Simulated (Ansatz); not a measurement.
# W2N(OH)2 MXene monolayer in a perpendicular field, part 2 of 2

Wanted: the out-of-plane response of the W2N(OH)2 MXene monolayer. A positive field points along +c.

Ansatz 0.2.0; plane-wave DFT, PBE-D3(BJ), Ansatz PAW (set soft_1); PAW set soft_1.

So far. Step 2 (Relaxing the slab): The lattice constant a goes from 3.054 to 2.796 Å.

### Step 3. Atoms held, field 0

A sawtooth potential applies the field, turning back in the middle of the vacuum. With the dipole correction the typed value is the field outside the slab. The induced dipole is small, so the SCF threshold is tight.

The cell differs from the one that the last finished run ended in (c 44.417 → 25.872 Å).

The input, input.yaml:

```yaml
crystal:
  lattice:
    - [2.7958585466, 0.0, 0.0]
    - [-1.3979292733, 2.4212845268, 0.0]
    - [0.0, 0.0, 25.8720271519]
  atoms:
    - { symbol: H, position: [0.3333333333, 0.6666666667, 0.3478660542] }
    - { symbol: O, position: [0.3333333333, 0.6666666667, 0.3859257446] }
    - { symbol: W, position: [0.6666666667, 0.3333333333, 0.442434644] }
    - { symbol: "N", position: [0.0, 0.0, 0.5] }
    - { symbol: W, position: [0.3333333333, 0.6666666667, 0.557565356] }
    - { symbol: O, position: [0.6666666667, 0.3333333333, 0.6140742554] }
    - { symbol: H, position: [0.6666666667, 0.3333333333, 0.6521339458] }
kpoints:
  mp_grid: { grid: [18, 18, 1] }
  band_path:
    path: [[0, 0, 0], [0.5, 0, 0], [0.33333333, 0.33333333, 0], [0, 0, 0]]
    npoints: 16
hamiltonian:
  xc: pbe
  dispersion: d3bj
  pseudopotentials: { kind: paw, azcp: { folder: soft_1 } }
scf:
  occupations: { method: fermi_dirac, width: 0.02585 }
  convergence: { dr2_threshold: 1.0e-10 }
efield:
  axis: 3
  dipole_correction: true
  ramp_position: 0.97
  ramp_width: 0.06
  amplitude: 0
output:
  dos: { projected: true, e_range: [-6, 5] }
  write_potential: true
  write_density: true
  volumetric_format: npy
  elf: true
```

Launch:

```
ansatz run input.yaml --threads 2 --pin off --max-ram 3072MiB --backend cpu --events-out ev --progress --plain --runs-dir out
```

Numbers of over 12 decimals in the logs are rounded to 6 here.

The program printed:

```text
[...]
Crystal: 7 atoms, lattice volume = 175.142 Å³
Basis set: ecut = 420 eV, 3459 PW (Γ)
Bands: 31, of which v1, the nominal top of the filled ones, is band 24 counted from 1 (23 counted from 0)
Symmetry: 6 space group operations
k-points: 37 of 324 (time reversal used)
[...]
SCF iter   1: F=—  HF=-22326.788035 eV  |F-HF|=—  |Δ(HF+E_count)|=         —  Δρ=9.07e-2  dr2=1.86e1  ethr=3.10e-3  p=0.000 e·Å  D=1.08e-14 V/Å  ΔV_dip=-0.00 eV  dr2_dipole=1.54e-7  V_vac-E_F(+/−)=5.97/5.97 eV  ⟨swp⟩=9.3  Hψ=5995  notcnv=0
efield: sawtooth ramp at fractional position 0.9700 (set: `efield.ramp_position`, or a place that a band, a saddle search or an elastic batch's reference lends), width 0.0600; the density the first Hamiltonian is built on has a dipole p = 0.000 e·Å; the dipole correction subtracts the counter field D = 1.08e-14 V/Å, which shifts the + side's vacuum level by -0.00 eV against the − side's; the planar-averaged density in the ramp window peaks in size at 8.3e-7 e/Å³
[...]
SCF iter   2: F=—  HF=-22354.343800 eV  |F-HF|=—  |Δ(HF+E_count)|=    2.76e1  Δρ=1.81e-1  dr2=1.66e3  ethr=3.10e-3  p=0.000 e·Å  D=6.04e-5 V/Å  ΔV_dip=-0.00 eV  dr2_dipole=8.78e-5  V_vac-E_F(+/−)=-4.15/-4.15 eV  ⟨swp⟩=10.6  Hψ=6619  notcnv=0  defer=77  recentre
[...]
SCF iter  20: F=-22322.107717 eV  HF=-22322.107717 eV  |F-HF|=5.09e-11  |Δ(HF+E_count)|=  3.57e-10  Δρ=1.16e-7  dr2=3.63e-11  ethr=1.00e-12  p=-0.000 e·Å  D=-3.30e-7 V/Å  ΔV_dip=0.00 eV  dr2_dipole=5.32e-13  V_vac-E_F(+/−)=2.67/2.67 eV  ⟨swp⟩=13.7  Hψ=4995  notcnv=0
SCF 1 converged in 20 iterations: F = -22322.107717 eV  dr2 = 3.63e-11
[...]
NSCF: frozen V_eff on 49 k-points
efield: sawtooth ramp at fractional position 0.9700 (kept from the solve that this one continues, or follows in the run), width 0.0600; the density the first Hamiltonian is built on has a dipole p = -0.000 e·Å; the dipole correction subtracts the counter field D = -3.30e-7 V/Å, which shifts the + side's vacuum level by +0.00 eV against the − side's; the planar-averaged density in the ramp window peaks in size at 2.1e-6 e/Å³
[...]
SCF converged after 20 iterations
Free energy (F): -22322.107717 eV
[...]
Internal energy: -22322.101768 eV  (E = F + TS)
E sigma→0 (E₀):  -22322.104742 eV
Entropy (-TS):   -0.005949 eV (-0.850 meV/atom)
Fermi energy:    4.044804 eV
Dipole field:    D = 0.000001 V/Å  (p = 0.000001 e·Å, saw-weighted, corrected)
Work function:   Φ+ = 2.6658 eV   Φ− = 2.6658 eV
Levels:          The Fermi level and band energies are counted from a zero that moves with the ramp; work functions are not
[...]
--- Band table (eV; the first three rows and the last of 37) ---
  k-point 0: bands = [... 20 lower, 0.4161, 2.1567, 2.7477, 2.7477, 3.7786, 3.8165, 3.9017, 3.9017, ... 3 higher]
  k-point 1: bands = [... 20 lower, 0.3508, 2.1212, 2.6919, 2.8337, 3.7718, 3.8603, 3.9012, 3.9679, ... 3 higher]
  k-point 2: bands = [... 20 lower, 0.1902, 1.8936, 2.6730, 3.0936, 3.5060, 4.0218, 4.1457, 4.1644, ... 3 higher]
  k-point 36: bands = [... 20 lower, 2.8484, 3.3534, 3.3534, 3.7297, 5.5223, 5.5223, 6.8507, 6.8507, ... 3 higher]
```

Elapsed: 25 s, on 2 threads of Arm Neoverse V2, shared host; peak memory 0.51 GiB.

This step gave:

* energy at zero smearing: -22322.1047 eV
* work function, upper face: 2.666 eV
* dipole along the normal: 6.95e-7 e·Å

Running mean over a fixed 2.7 Å (it still follows the layers) of the planar mean; the ramp of the sawtooth is left out. Table of electron's electrostatic potential energy less the Fermi level by z:

z (Å), electron's electrostatic potential energy less the Fermi level (eV) and a bar from the least value:
```
      3.5        2.7 ##############################
      4.0        2.7 ##############################
      4.5        2.7 ##############################
      5.0        2.6 ##############################
      5.5        2.6 ##############################
      6.0        2.5 ##############################
      6.5        2.4 #############################
      7.0        2.1 #############################
      7.5        1.5 ############################
      8.0        0.7 ##########################
      8.5       -0.6 ########################
      9.0       -2.5 ####################
      9.5       -4.6 ################
     10.0       -8.0 ##########
     10.5      -11.3 ####
     11.0      -13.0 #
     11.5      -13.2 
     12.0      -13.3 
     12.5      -12.5 ##
     13.0      -12.1 ##
     13.5      -12.7 #
     14.0      -13.4 
     14.5      -13.1 
     15.0      -12.8 #
     15.5      -10.5 #####
     16.0       -7.1 ############
     16.5       -4.0 ##################
     17.0       -2.0 #####################
     17.5       -0.2 #########################
     18.0        0.9 ###########################
     18.5        1.7 ############################
     19.0        2.2 #############################
     19.5        2.4 ##############################
     20.0        2.6 ##############################
     20.5        2.6 ##############################
     21.0        2.6 ##############################
     21.5        2.7 ##############################
     22.0        2.7 ##############################
     22.5        2.7 ##############################
```

The density of states has structure finer than the step of the table below, so its rows give means over 0.2 eV, whole bins alone (the curve runs from -6 to 1.83 eV). Peaks (eV: height): -5.94: 7.48, -4.21: 4.07, -2.58: 6.24, -1.31: 5.63, -0.27: 3.33, -0.18: 3.31, 1.66: 8.78.

Density of states against energy, zero at the Fermi level; means over each step:

```
energy (eV)  density of states (states/eV a cell)
       -5.8                                  4.63
       -5.6                                  2.43
       -5.4                                  1.12
       -5.2                                  1.32
       -5.0                                  1.01
       -4.8                                  1.17
       -4.6                                 0.587
       -4.4                                 0.890
       -4.2                                  2.48
       -4.0                                  2.07
       -3.8                                  1.65
       -3.6                                  1.00
       -3.4                                 0.719
       -3.2                                 0.761
       -3.0                                  1.33
       -2.8                                  1.34
       -2.6                                  3.04
       -2.4                                  2.02
       -2.2                                  1.49
       -2.0                                  1.39
       -1.8                                 0.812
       -1.6                                  1.18
       -1.4                                  2.29
       -1.2                                  2.13
       -1.0                                  2.46
       -0.8                                  1.49
       -0.6                                  1.41
       -0.4                                  2.11
       -0.2                                  2.30
        0.0                                  2.38
        0.2                                  2.23
        0.4                                  2.19
        0.6                                  2.10
        0.8                                  2.22
        1.0                                  2.19
        1.2                                  2.36
        1.4                                  3.65
        1.6                                  6.33
```

Projected DOS per atom over height of the atomic layer and energy from the Fermi level. Layers: H O W N W O H from below.

Ten even steps from '_' (0.00 states/eV) to '@' (2.30 states/eV), each cell a mean:
```
__..@@__@@..__
____==__==____
____::__::____
____::__::____
____::__::____
____--__--____
____--__--____
____--__--____
____==..==____
____::__::____
____..__..____
____::__::____
____--..--____
____::__::____
____..__..____
____......____
____..--..____
____..::..____
____......____
____......____
__..........__
__**::::::**__
```
Columns: height of the atomic layer (Å) from 9 to 16.9 (not evenly spaced); rows upwards: energy from the Fermi level (eV) from -5.96 to 1.78.

The electronic bands at the labelled points (eV, zero at the Fermi level):

```
  point  band 21  band 22  band 23  band 24  band 25  band 26  band 27  band 28
      Γ    -3.63    -1.89    -1.30    -1.30    -0.27    -0.23    -0.14    -0.14
halfway    -4.13    -2.56    -1.14    -0.60     0.47     0.94     1.12     1.21
      M    -4.35    -3.17     1.75     1.84     2.37     2.93     3.49     3.59
halfway    -3.25    -2.24     1.03     1.20     1.69     1.81     2.78     3.13
      K    -1.20    -0.69    -0.69    -0.32     1.48     1.48     2.81     2.81
halfway    -2.90    -2.63    -1.63    -1.15     0.81     1.27     1.81     1.99
      Γ    -3.63    -1.89    -1.30    -1.30    -0.27    -0.23    -0.14    -0.14
```

Valence density in the ca plane at fractional y = 0.333, with atoms of W and O and H within 0.2 Å of it. It is the smooth field of the valence electrons, not physical close to the nuclei.

Values in e/Å³, 5 rows by 16 columns, each cell a mean:
```
0.0 0.2 1.5 2.9 0.4 0.3 0.5 2.1 0.7 0.0 0.0 0.0 0.0 0.0 0.0 0.0
0.0 0.1 2.8 4.7 0.4 0.2 0.5 5.2 1.9 0.1 0.0 0.0 0.0 0.0 0.0 0.0
0.0 0.2 1.4 2.8 0.4 0.3 0.5 2.0 0.6 0.0 0.0 0.0 0.0 0.0 0.0 0.0
0.1 0.4 0.5 0.6 0.6 0.7 1.0 0.3 0.1 0.0 0.0 0.0 0.0 0.0 0.0 0.0
0.1 0.4 0.4 0.5 0.6 0.7 1.0 0.3 0.1 0.0 0.0 0.0 0.0 0.0 0.0 0.0
```
Columns run along c (16.0 Å, from fractional 0.32 to 0.94 of the cell), rows up along a (2.8 Å). Atoms in or near the plane, at fractional coordinates: W at (0.44, 0.67), O at (0.61, 0.67), H at (0.65, 0.67).

ELF in the ca plane at fractional y = 0.333, with atoms of W and O and H within 0.2 Å of it. It is the smooth field of the valence electrons, not physical close to the nuclei.

Values, 5 rows by 16 columns, each cell a mean:
```
0.04 0.18 0.37 0.54 0.25 0.24 0.27 0.74 0.68 0.27 0.18 0.21 0.07 0.01 0.00 0.00
0.02 0.07 0.53 0.48 0.19 0.24 0.34 0.58 0.90 0.46 0.17 0.22 0.07 0.01 0.00 0.00
0.06 0.22 0.36 0.53 0.25 0.24 0.27 0.72 0.66 0.26 0.18 0.21 0.07 0.01 0.00 0.00
0.21 0.55 0.29 0.30 0.57 0.31 0.38 0.25 0.12 0.06 0.19 0.20 0.07 0.01 0.00 0.00
0.20 0.55 0.29 0.30 0.57 0.31 0.37 0.25 0.12 0.06 0.19 0.20 0.07 0.01 0.00 0.00
```
Columns run along c (16.0 Å, from fractional 0.32 to 0.94 of the cell), rows up along a (2.8 Å). Atoms in or near the plane, at fractional coordinates: W at (0.44, 0.67), O at (0.61, 0.67), H at (0.65, 0.67).

Electrostatic potential energy in the ca plane at fractional y = 0.333, with atoms of W and O and H within 0.2 Å of it. With pseudopotentials it is smooth inside the atoms' cores, unlike the true potential.

Ten even steps from '0' (-41 eV) to '9' (7 eV), each cell a mean:
```
99999862114799987778658889999999999999999999
99999840001689998885103458999999999999999999
99999730000589999883001138999999999999999999
99999840001689988885114568999999999999999999
99999874225899876678779999999999999999999999
99999987678888864468999999999999999999999999
99998888888888753357999999999999999999999999
99999987667888864468999999999999999999999999
```
Columns run along c (16.0 Å, from fractional 0.32 to 0.94 of the cell; values clipped at the 3rd and 97th percentile), rows up along a (2.8 Å). Atoms in or near the plane, at fractional coordinates: W at (0.44, 0.67), O at (0.61, 0.67), H at (0.65, 0.67).

The work function of the upper face is 2.67 eV.

### Step 4. Atoms held, field 0.1 V/Å

Edit input.yaml of step 3 so:

```diff
@@ -28,7 +28,6 @@
   dipole_correction: true
-  ramp_position: 0.97
-  ramp_width: 0.06
-  amplitude: 0
+  ramp_position: 0.9231
+  ramp_width: 0.1538
+  amplitude: 0.1
 output:
-  dos: { projected: true, e_range: [-6, 5] }
   write_potential: true
@@ -36,2 +35 @@
   volumetric_format: npy
-  elf: true
```

The program printed:

```text
[...]
Crystal: 7 atoms, lattice volume = 175.142 Å³
Basis set: ecut = 420 eV, 3459 PW (Γ)
Bands: 31, of which v1, the nominal top of the filled ones, is band 24 counted from 1 (23 counted from 0)
Symmetry: 6 space group operations
k-points: 37 of 324 (time reversal used)
[...]
k-point 0: bands = [... 20 lower, 0.4125, 2.1532, 2.7442, 2.7442, 3.7675, 3.8217, 3.8982, 3.8982, ... 3 higher]
  k-point 1: bands = [... 20 lower, 0.3473, 2.1177, 2.6884, 2.8302, 3.7676, 3.8523, 3.9040, 3.9644, ... 3 higher]
  k-point 2: bands = [... 20 lower, 0.1867, 1.8901, 2.6695, 3.0900, 3.5025, 4.0168, 4.1447, 4.1609, ... 3 higher]
  k-point 36: bands = [... 20 lower, 2.8449, 3.3482, 3.3516, 3.7262, 5.5180, 5.5196, 6.8442, 6.8501, ... 3 higher]
[key lines of the parts left out:]
SCF converged after 23 iterations
Free energy (F): -22322.110188 eV
Fermi energy:    4.041248 eV
Dipole field:    D = 0.051076 V/Å  (p = 0.049436 e·Å, saw-weighted, corrected)
```

Wall time 26 s (2 threads); peak memory 0.48 GiB; 51 s of CPU time.

The dipole is 0.0494 e·Å.

### Step 5. Atoms held, field -0.1 V/Å

Edit input.yaml of step 4 so:

```diff
@@ -30,3 +30,3 @@
   ramp_width: 0.1538
-  amplitude: 0.1
+  amplitude: -0.1
 output:
```

The program printed:

```text
[...]
Crystal: 7 atoms, lattice volume = 175.142 Å³
Basis set: ecut = 420 eV, 3459 PW (Γ)
Bands: 31, of which v1, the nominal top of the filled ones, is band 24 counted from 1 (23 counted from 0)
Symmetry: 6 space group operations
k-points: 37 of 324 (time reversal used)
[...]
k-point 0: bands = [... 20 lower, 0.4125, 2.1532, 2.7442, 2.7442, 3.7675, 3.8217, 3.8982, 3.8982, ... 3 higher]
  k-point 1: bands = [... 20 lower, 0.3473, 2.1177, 2.6884, 2.8302, 3.7676, 3.8523, 3.9040, 3.9644, ... 3 higher]
  k-point 2: bands = [... 20 lower, 0.1867, 1.8901, 2.6695, 3.0900, 3.5025, 4.0168, 4.1447, 4.1609, ... 3 higher]
  k-point 36: bands = [... 20 lower, 2.8448, 3.3482, 3.3516, 3.7262, 5.5180, 5.5196, 6.8442, 6.8501, ... 3 higher]
[key lines of the parts left out:]
SCF converged after 23 iterations
Free energy (F): -22322.110188 eV
Fermi energy:    4.041247 eV
Dipole field:    D = -0.051072 V/Å  (p = -0.049432 e·Å, saw-weighted, corrected)
```

Elapsed: 26 s, on 2 threads; peak memory 0.48 GiB; 52 s of CPU time.

The dipole is -0.0494 e·Å.

### Step 6. Response, atoms held

This step: plane-wave DFT, PBE-D3(BJ), Ansatz PAW (set soft_1); response to a field along the normal, atoms held; PAW set soft_1 (Ansatz 0.2.0).

The dipoles give the slope, and the difference of two potentials shows where the field is screened.

Numbers from this step:

| Item | Value |
| --- | --- |
| equivalent conductor thickness p/(ε₀AE) | 13.21 Å |
| distance between the outer atoms | 7.872 Å |

Table of dipole of the cell by applied field:

```
applied field (V/Å)  dipole of the cell (e·Å)
            -0.1000                   -0.0494
             0.0000                    7.0e-7
             0.1000                    0.0494
```

Local field over the applied field, running mean. From the potentials at -0.1 and 0.1 V/Å; running mean over 2.5 Å. Table of local field over applied field by z:

```
z (Å)  local field over applied field
  4.5                           0.948
  5.0                           0.907
  5.5                           0.840
  6.0                           0.738
  6.5                           0.595
  7.0                           0.417
  7.5                           0.227
  8.0                          0.0657
  8.5                         -0.0445
  9.0                          -0.102
  9.5                          -0.112
 10.0                         -0.0936
 10.5                         -0.0655
 11.0                         -0.0466
 11.5                         -0.0321
 12.0                         -0.0189
 12.5                        -0.00465
 13.0                        -0.00224
 13.5                        -0.00707
 14.0                         -0.0232
 14.5                         -0.0346
 15.0                         -0.0514
 15.5                         -0.0718
 16.0                          -0.101
 16.5                          -0.112
 17.0                         -0.0930
 17.5                         -0.0207
 18.0                           0.102
 18.5                           0.274
 19.0                           0.465
 19.5                           0.635
 20.0                           0.768
 20.5                           0.860
 21.0                           0.920
 21.5                           0.955
```

The induced electron density oscillates, so the rows of the table below give means over windows of 0.5 Å about each position, cut where the curve ends. Its maxima inside the range that stand out by 2 % of the span (Å: e/Å³ per V/Å): 7.47: 0.00271, 9.63: 2.9e-4, 10.49: 8.0e-4, 11.93: 1.0e-5, 13.51: 1.2e-4, 14.66: 8.6e-4, 15.81: 0.00112, 16.82: 0.00108. Its minima: 9.06: -0.00108, 10.06: -0.00112, 11.21: -8.6e-4, 12.36: -1.2e-4, 13.94: -1.0e-5, 15.38: -8.0e-4, 16.24: -2.9e-4, 18.40: -0.00271.

Electrons, planar mean, per unit field. Induced electron density against z; means over each step:

```
z (Å)  induced electron density (e/Å³ per V/Å)
  4.5                                   2.6e-4
  5.0                                   4.6e-4
  5.5                                   7.6e-4
  6.0                                  0.00125
  6.5                                  0.00186
  7.0                                  0.00244
  7.5                                  0.00267
  8.0                                  0.00226
  8.5                                   8.9e-4
  9.0                                  -8.0e-4
  9.5                                  -2.1e-4
 10.0                                  -6.1e-4
 10.5                                   4.9e-4
 11.0                                  -5.1e-4
 11.5                                  -3.9e-4
 12.0                                  -3.5e-5
 12.5                                  -6.3e-5
 13.0                                   1.0e-6
 13.5                                   7.9e-5
 14.0                                   4.8e-5
 14.5                                   5.7e-4
 15.0                                   1.9e-4
 15.5                                  -2.6e-4
 16.0                                   4.6e-4
 16.5                                   4.9e-4
 17.0                                   5.3e-4
 17.5                                 -0.00136
 18.0                                 -0.00244
 18.5                                 -0.00266
 19.0                                 -0.00232
 19.5                                 -0.00170
 20.0                                 -0.00111
 20.5                                  -6.7e-4
 21.0                                  -4.0e-4
 21.5                                  -2.2e-4
```

By hand: between -0.1 and 0.1 V/Å the dipole changes by 0.09887 e·Å, a slope of 0.4943 e·Å²/V. A perfect conductor of thickness t has p = ε₀AEt, so t = 180.95 × 0.4943 / 6.770 = 13.21 Å (e/ε₀ = 180.95 V·Å, A in Å²).

The induced dipole is that of a conductor 13.21 Å thick.

### Step 7. What came out

```
gap without field                          : none
work function, upper face                  : 2.67 eV
equivalent conductor thickness, atoms held : 13.2 Å
```

In words: The induced dipole equals that of a perfect conductor 13.21 Å thick, while the outer atoms lie 7.87 Å apart. There is no gap over 0.03 eV, with or without the field. The first relaxation ran with spin and lost its moment, and the later runs have none; other magnetic states were not tried. Spin-orbit coupling is left out, which matters for the bands of elements this heavy. In 3 runs of the series (0.1 V/Å, -0.1 V/Å and response) the program warns that electrons reach the sawtooth's ramp, which makes dipole and work function less sure. The MXene's terminations sit over the metal atoms of its far layer; the site over carbon or nitrogen, which some compounds prefer, was not run.

[Logs are printed without paths, hosts, clocks, repeated set-up lines and the standing remarks that a program may print on its own settings, such as how far it seeks lower states.]

[Hosts, paths, dates, database ids (printed as entryN), source tags and the programs' standing remarks are cut or masked in the printed files.]

[Maps of the electrostatic potential energy from Ansatz leave out the sawtooth potential of an applied field or a dipole correction, so their vacuum need not be flat; planar profiles and work functions include it.]
